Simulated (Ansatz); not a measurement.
## A convergence test on BiOCl (P4/nmm): k mesh of the hybrid

Aim: see how gap, energy and time of BiOCl (P4/nmm) follow the k mesh of the hybrid.

Method: DFT, HSE06, plane waves, PAW, in Ansatz 0.2.0.

### 1. The starting structure

The structure is tetragonal, space group P4/nmm (No. 129). Conventional cell: a = 3.886 Å, b = 3.886 Å, c = 7.349 Å, α = 90.00°, β = 90.00°, γ = 90.00°. Nearest to Bi lie 4 O at 2.31 Å and 4 Cl at 3.06 Å. Cl has 4 Bi at 3.06 Å nearest. Nearest to O lie 4 Bi at 2.31 Å. Farther neighbours and most contacts between anions are not listed.

The cell and positions come from the Crystallography Open Database and are kept as given unless a step says otherwise. Spin-orbit coupling is left out unless a step names it. The default PAW set here is soft_2. Its files were made with PBE.

### 2. k mesh of the hybrid: 2×2×2

Contents of input.yaml:

```yaml
crystal:
  lattice:
    - [3.88551, 0.0, 0.0]
    - [0.0, 3.88551, 0.0]
    - [0.0, 0.0, 7.3489]
  atoms:
    - { symbol: Bi, position: [0.5, 0.0, 0.32904] }
    - { symbol: Bi, position: [0.0, 0.5, 0.67096] }
    - { symbol: Cl, position: [0.0, 0.5, 0.1472] }
    - { symbol: Cl, position: [0.5, 0.0, 0.8528] }
    - { symbol: O, position: [0.0, 0.0, 0.5] }
    - { symbol: O, position: [0.5, 0.5, 0.5] }
kpoints:
  mp_grid: { grid: [2, 2, 2] }
  band_path:
    path:
      - [0.0, 0.0, 0.0]
      - [0.0, 0.5, 0.0]
      - [0.5, 0.5, 0.0]
      - [0.0, 0.0, 0.5]
      - [0.0, 0.5, 0.5]
      - [0.5, 0.5, 0.5]
      - [0.0, 0.4, 0.5]
    npoints: 1
hamiltonian:
  xc: hse06
scf:
  occupations: { method: fixed }
  n_extra_bands: 6
output:
  eigenvalues: true
```

On the command line:

```bash
> ansatz run input.yaml --threads 3 --pin off --max-ram 92160MiB --backend cuda --events-out ev --progress --plain --runs-dir out --devices 1 --max-vram 13GiB
```

Numbers of over 12 decimals in the logs are rounded to 6 here.

The program printed:

```text
scf.n_extra_bands = 6 over 28 filled bands (N_el = 56.0): the run solves 34 bands
exact exchange: scf.exx.singularity resolves to wigner_seitz, which cuts the screened interaction at the faces of the exchange supercell's Wigner-Seitz cell, so that each pair interacts once, at the shortest of its separations (the periodic images that this leaves out come, for a point-like exchange hole, to about 0.043 eV on a filled level). The cut falls within the interaction's reach, and what an exchange supercel [...]
GPUs: using 1 of 1 available (devices: 1).
Engine: ansatz 0.2.0, x86_64-unknown-linux-gnu
Pseudopotentials: kind: paw
Pseudopotential: Bi, paw, valence charge 15, recommended cutoff 420 eV (normal), Bi.paw.azcp
Pseudopotential: Cl, paw, valence charge 7, recommended cutoff 420 eV (normal), Cl.paw.azcp
Pseudopotential: O, paw, valence charge 6, recommended cutoff 420 eV (normal), O.paw.azcp
Functional definition: HSE06
  parameter a = 0.25
  parameter omega = 0.11/bohr
  exchange = pbe_x - a*pbe_x_sr(omega) + a*exact_x_sr(omega)
  correlation = pbe_c
davidson cushion auto → on  (no smearing: the cushion is to keep the highest requested band from converging to the state above it; pin scf.eigensolver.cushion to override)
device memory: the entry about to start is reckoned to put 1.3 GiB on a device that reports 69.4 GiB free (of which the cap on the GPU budget leaves the run 13.0 GiB)
GPU FFT provider: cuFFT
GPU libraries: cuBLAS 13.8.2, cuFFT 12.4.0, cuSOLVER 12.3.4
Crystal: 6 atoms, lattice volume = 110.948 Å³
Basis set: ecut = 420 eV, 2177 PW (Γ)
Bands: 34, of which v1, the nominal top of the filled ones, is band 28 counted from 1 (27 counted from 0)
Symmetry: 16 space group operations
Space group: P4/nmm (ITA 129), of the structure as read, at distance tolerance 4.8e-5 Å
k-points: 6 of 8
Non-local potential: Bi, projectors of the file, l = 0: 2, l = 1: 2, l = 2: 2, l = 3: 2
Non-local potential: Cl, projectors of the file, l = 0: 2, l = 1: 2, l = 2: 2
Non-local potential: O, projectors of the file, l = 0: 2, l = 1: 2, l = 2: 1
PAW form: soft (Blöchl's): semilocal exchange-correlation on the pseudo side does not see the compensation charge
PAW frozen core: Bi, regenerated for the run's functional, and the local potential with it (the file was generated under x = pbe(κ = 0.804, μ = 0.219515), c = pbe(β = 0.066725))
PAW frozen core: Cl, regenerated for the run's functional, and the local potential with it (the file was generated under x = pbe(κ = 0.804, μ = 0.219515), c = pbe(β = 0.066725))
PAW frozen core: O, regenerated for the run's functional, and the local potential with it (the file was generated under x = pbe(κ = 0.804, μ = 0.219515), c = pbe(β = 0.066725))
PAW one-centre angular grid: Bi, 590 points (default); XC on 64 Gauss nodes
PAW one-centre angular grid: Cl, 110 points (default); XC on 64 Gauss nodes
PAW one-centre angular grid: O, 110 points (default); XC on 96 Gauss nodes
Initial density: superposition of atomic densities (neutral atoms: chi_scale 0, normalization atom), corrected by the library's trained network
Initial wavefunctions: pseudopotential atomic-orbital guess
GPU buffer pool allocated for 36450 grid points (all kernels)
GPU transforms: local potential and band sums: pruned to the plane-wave sphere, on 25×25×50
Functional: x = pbe(κ = 0.804, μ = 0.219515), c = pbe(β = 0.066725), warm-up for x = pbe(κ = 0.804, μ = 0.219515) + 0.25 (exact − pbe) at short range (hse, ω = 0.207870 Å⁻¹), c = pbe(β = 0.066725); HSE06 as pw.x's `hse` composes it (authors' and Libxc's form: `xc: wpbeh`)
SCF iter   1: F=—  HF=-28089.182584 eV  |F-HF|=—  |Δ(HF+E_count)|=         —  Δρ=2.46e-3  dr2=7.96e-3  ethr=1.77e-3  ⟨swp⟩=6.2  Hψ=885  notcnv=0
preconditioner: auto → none  [insulator: Δε(μ)=2.706 eV  Ē_g=16.758 eV  n_scr=28 (ndim 8)  ℏωp=26.4 eV  f_vac=0.006]
[...]
SCF iter   5: F=—  HF=-28097.229302 eV  |F-HF|=—  |Δ(HF+E_count)|=   5.50e-4  Δρ=1.95e-4  dr2=1.14e-4  ethr=1.69e-6  ⟨swp⟩=3.0  Hψ=527  notcnv=0
SCF iter   6: F=—  HF=-28097.229892 eV  |F-HF|=—  |Δ(HF+E_count)|=   5.90e-4  Δρ=4.43e-4  dr2=2.84e-4  ethr=3.39e-8  ⟨swp⟩=4.8  Hψ=790  notcnv=0
SCF iter   7: F=-28097.229831 eV  HF=-28097.229833 eV  |F-HF|=1.74e-6  |Δ(HF+E_count)|=   5.88e-5  Δρ=4.27e-5  dr2=6.78e-6  ethr=3.39e-8  ⟨swp⟩=4.3  Hψ=705  notcnv=0
SCF 2 stopped early in 7 iterations: F = -28097.229831 eV  dr2 = 6.78e-6
hybrid outer 1: dexx = +1.993e-2 eV, tail = 6.47e-5 eV
GPU FFT provider: cuFFT
GPU libraries: cuBLAS 13.8.2, cuFFT 12.4.0, cuSOLVER 12.3.4
GPU buffer pool allocated for 36450 grid points (all kernels)
GPU transforms: local potential and band sums: pruned to the plane-wave sphere, on 25×25×50
Exchange kernel: α = 0.2500, screened, ω = 0.2079 Å⁻¹, Wigner–Seitz truncation, v(0) = 833.4840 eV·Å³, q-mesh 2×2×2, nearest image of the exchange supercell L = 7.77 Å, pair-density grid 20×20×36, without the augmentation charges, whose exchange is taken in its separable form by FFT convolution over the k-point mesh (sized by the pseudopotential files, 25×25×50 at the most), smooth part of the exact exchange by density-matrix convolution in up to 867.7 MiB of GPU memory as planned if the GPU has room (build and FFT work areas not counted)
Frozen-core exchange: fock
SCF iter   1: F=—  HF=-28097.229256 eV  |F-HF|=—  |Δ(HF+E_count)|=         —  Δρ=6.86e-5  dr2=6.57e-6  ethr=5.78e-7  ⟨swp⟩=2.2  Hψ=451  notcnv=0
preconditioner: auto → none  [insulator: Δε(μ)=3.713 eV  Ē_g=18.915 eV  n_scr=28 (ndim 8)  ℏωp=26.4 eV  f_vac=0.011]
iter 2 solved again at ethr=2.15e-10 eV; its pass at ethr=1.05e-8 eV (dr2=1.21e-7 eV) is discarded
SCF iter   2: F=—  HF=-28097.229256 eV  |F-HF|=—  |Δ(HF+E_count)|=   2.43e-7  Δρ=1.64e-5  dr2=2.43e-7  ethr=2.15e-10  ⟨swp⟩=3.0  Hψ=1148  notcnv=0
SCF iter   3: F=—  HF=-28097.229257 eV  |F-HF|=—  |Δ(HF+E_count)|=   9.36e-7  Δρ=1.04e-5  dr2=1.77e-7  ethr=2.15e-10  ⟨swp⟩=4.3  Hψ=713  notcnv=0
SCF iter   4: F=-28097.229257 eV  HF=-28097.229257 eV  |F-HF|=1.39e-9  |Δ(HF+E_count)|=   3.56e-8  Δρ=1.76e-6  dr2=4.77e-8  ethr=2.15e-10  ⟨swp⟩=3.8  Hψ=514  notcnv=0
SCF 3 converged in 4 iterations: F = -28097.229257 eV  dr2 = 4.77e-8
[...]
hybrid outer 2: dexx = +8.826e-7 eV, tail = 1.12e-7 eV, Δε = 2.93e-3 eV (about 1.77e-4 eV left of the loop's levels)
the search or the solves at the SCF's close seem to have found levels that the self-consistency loop had missed (the run counts 1). By its estimate they hold under 1e-12 electrons; where the run keeps them, the occupations were computed again with them
device memory: the entry about to start is reckoned to put 0.5 GiB on a device that reports 63.2 GiB free (of which the cap on the GPU budget leaves the run 13.0 GiB)
NSCF: frozen V_eff on 7 k-points
hybrid SCF converged: 2 outer / 11 inner (+4 warm-up), last move |dexx| = 8.83e-7 eV, tail = 1.12e-7 eV
Stability not checked: this state was not tested for a lower state beside it, because the functional holds exact exchange (a hybrid, or Hartree-Fock), whose exchange loop this test does not read (fock_operator; see scf.lower_state_search)
Free energy (F): -28097.229257 eV
Frozen-core exchange: fock
Harris-Foulkes:  -28097.229257 eV  (|F-HF|=1.39e-9)
Internal energy: -28097.229257 eV  (E = F + TS)
E sigma→0 (E₀):  -28097.229257 eV
Fermi energy:    7.132489 eV
--- Per-component energies (eV) ---
  E_band       = -291.988019
  E_kinetic    = 1275.881670
  E_local      = -4726.474173  (includes V_loc(G=0)·N_el)
  E_nonlocal   = 1283.369930
  E_hartree    = 1669.549002
  E_xc         = -535.877856
  E_vxc        = -577.590392  (∫ρ·V_xc dr)
  E_exx        = -139.341591  (= α·E_x^exact, valence–valence)
  E_paw        = -22963.474498  (= ΣΔE_a)
  E_vpaw       = -607.592646  (= ΣTr[D̂ρ^β])
  E_aug_tail   = 0.004247  (compensation charges beyond the density's cutoff)
  E_ewald      = -3960.893269
  E_core_change = 0.027284  (= ΣΔE_core)
  E_smearing   = -0.000000  (= −TS)
  E_closure    = -0.000000  (closes the sum)
  Σ components = -28097.229257   (vs F -28097.229257, Δ=3.64e-12)
--- Band table (eV; the first three rows and the last of 6) ---
  k-point 0: bands = [... 24 lower, 5.9145, 5.9145, 6.0479, 6.4122, 11.3828, 12.0803, 13.7212, 13.7212, ... 2 higher]
  k-point 1: bands = [... 24 lower, 6.2244, 6.2244, 6.6935, 6.7303, 10.8458, 11.2943, 13.7468, 13.7468, ... 2 higher]
  k-point 2: bands = [... 24 lower, 6.0650, 6.0650, 7.1325, 7.1325, 12.9272, 12.9272, 13.5971, 13.5971, ... 2 higher]
  k-point 5: bands = [... 24 lower, 5.5646, 5.5646, 6.2328, 6.2328, 12.7975, 12.7975, 14.5898, 14.5898, ... 2 higher]
```

Wall time 23 s (1 × NVIDIA H100 80GB HBM3 (shared by 6 runs) with 3 threads of AMD EPYC 7R13 (Zen 3), shared host); peak memory 1.1 GiB; 11 s of CPU time.

Numbers from this step:

* gap: 3.609 eV
* valence top at: k = (0.000, 0.400, 0.500)
* conduction bottom at: Z
* least direct gap: 4.116 eV
* exact-exchange fraction: 0.25

The gap is indirect, with the least direct gap 0.51 eV higher.

### 3. k mesh of the hybrid: 4×4×2

Changes to input.yaml since step 2:

```diff
@@ -13,3 +13,3 @@
 kpoints:
-  mp_grid: { grid: [2, 2, 2] }
+  mp_grid: { grid: [4, 4, 2] }
   band_path:
```

The program printed:

```text
[...]
GPUs: using 1 of 1 available (devices: 1).
[...]
GPU FFT provider: cuFFT
GPU libraries: cuBLAS 13.8.2, cuFFT 12.4.0, cuSOLVER 12.3.4
Crystal: 6 atoms, lattice volume = 110.948 Å³
Basis set: ecut = 420 eV, 2177 PW (Γ)
Bands: 34, of which v1, the nominal top of the filled ones, is band 28 counted from 1 (27 counted from 0)
[... 1 set-up line as in the run before ...]
[...]
k-points: 12 of 32
[...]
Fermi energy:    7.120387 eV
[...]
--- Band table (eV; the first three rows and the last of 12) ---
  k-point 0: bands = [... 24 lower, 5.8958, 5.8958, 6.0178, 6.3828, 11.3563, 12.0602, 13.7125, 13.7125, ... 2 higher]
  k-point 1: bands = [... 24 lower, 6.1990, 6.1990, 6.6703, 6.6875, 10.8175, 11.2837, 13.7383, 13.7383, ... 2 higher]
  k-point 2: bands = [... 24 lower, 5.9402, 6.4408, 6.8056, 6.8063, 12.6649, 13.0550, 13.1744, 13.3869, ... 2 higher]
  k-point 11: bands = [... 24 lower, 5.5242, 5.5242, 6.2198, 6.2198, 12.7864, 12.7864, 14.5790, 14.5790, ... 2 higher]
[key lines of the parts left out:]
Free energy (F): -28097.419242 eV
```

Wall time 29 s (1 × NVIDIA H100 80GB HBM3 (shared by 6 runs) with 3 threads); peak memory 1.2 GiB.

Numbers from this step:

```
gap                  : 3.598 eV
valence top at       : k = (0.000, 0.400, 0.500)
conduction bottom at : Z
least direct gap     : 4.130 eV
```

The gap is 3.598 eV, −0.012 eV from the run before at this level.

### 4. k mesh of the hybrid: 6×6×4

Changes to input.yaml since step 3:

```diff
@@ -13,3 +13,3 @@
 kpoints:
-  mp_grid: { grid: [4, 4, 2] }
+  mp_grid: { grid: [6, 6, 4] }
   band_path:
```

The program printed:

```text
[...]
GPUs: using 1 of 1 available (devices: 1).
[...]
GPU FFT provider: cuFFT
GPU libraries: cuBLAS 13.8.2, cuFFT 12.4.0, cuSOLVER 12.3.4
Crystal: 6 atoms, lattice volume = 110.948 Å³
Basis set: ecut = 420 eV, 2177 PW (Γ)
Bands: 34, of which v1, the nominal top of the filled ones, is band 28 counted from 1 (27 counted from 0)
[... 1 set-up line as in the run before ...]
[...]
k-points: 30 of 144
[...]
Fermi energy:    7.163281 eV
[...]
--- Band table (eV; the first three rows and the last of 30) ---
  k-point 0: bands = [... 24 lower, 5.8954, 5.8954, 6.0166, 6.3814, 11.3553, 12.0598, 13.7128, 13.7128, ... 2 higher]
  k-point 1: bands = [... 24 lower, 6.0666, 6.0666, 6.2886, 6.5870, 11.0756, 11.6767, 13.7250, 13.7250, ... 2 higher]
  k-point 2: bands = [... 24 lower, 6.1981, 6.1981, 6.6703, 6.6866, 10.8156, 11.2829, 13.7387, 13.7387, ... 2 higher]
  k-point 29: bands = [... 24 lower, 5.5230, 5.5230, 6.2189, 6.2189, 12.7861, 12.7861, 14.5791, 14.5791, ... 2 higher]
[key lines of the parts left out:]
Free energy (F): -28097.423424 eV
```

It took 50 s on 1 × NVIDIA H100 80GB HBM3 (shared by 6 runs) with 3 threads; peak memory 1.7 GiB.

Numbers from this step:

| Property | Result |
| --- | --- |
| gap | 3.597 eV |
| valence top at | k = (0.000, 0.400, 0.500) |
| conduction bottom at | Z |
| least direct gap | 4.129 eV |

The gap is 3.597 eV, −0.001 eV from the run before at this level.

### 5. The series

Differences are against the last row; a negative gap means that bands overlap, and a run with a band path holds that path's time. Times are wall times on 1 × NVIDIA H100 80GB HBM3 (shared by 6 runs) with 3 threads of AMD EPYC 7R13 (Zen 3), shared host, good to a factor of about two.

| k mesh of the hybrid | gap (eV) | direct gap (eV) | gap error (eV) | energy error (meV/atom) | irreducible k | time |
| --- | --- | --- | --- | --- | --- | --- |
| 2×2×2 | 3.609 | 4.116 | +0.012 | +32.4 | 6 | 23 s |
| 4×4×2 | 3.598 | 4.130 | +0.001 | +0.7 | 12 | 29 s |
| 6×6×4 | 3.597 | 4.129 | +0.000 | +0.0 | 30 | 50 s |

### 6. Summary of results

```
2×2×2 : 3.609 eV
4×4×2 : 3.598 eV
6×6×4 : 3.597 eV
```

What this shows: The gap holds to 0.02 eV from 2×2×2 on, the cheapest setting tried. At 2×2×2 the gap is off by +0.012 eV and the energy by +32 meV/atom. The gap is read over the mesh and added points near the edges, so meshes differ mainly through the density and, for a hybrid, the exchange operator.

[Paths, hosts, dates, memory and timing lines, banners, echoed tables and standing remarks are left out of the program output.]

[Logs are printed without paths, hosts, clocks, repeated set-up lines and the standing remarks that a program may print on its own settings, such as how far it seeks lower states.]

[Runs of the session that timed out or met a known fault of the program may be left out.]

[Cells called generated may have been cut or substituted from an entry of the Crystallography Open Database or the Materials Project.]

[Hosts, paths, dates, database ids (printed as entryN), source tags and the programs' standing remarks are cut or masked in the printed files.]
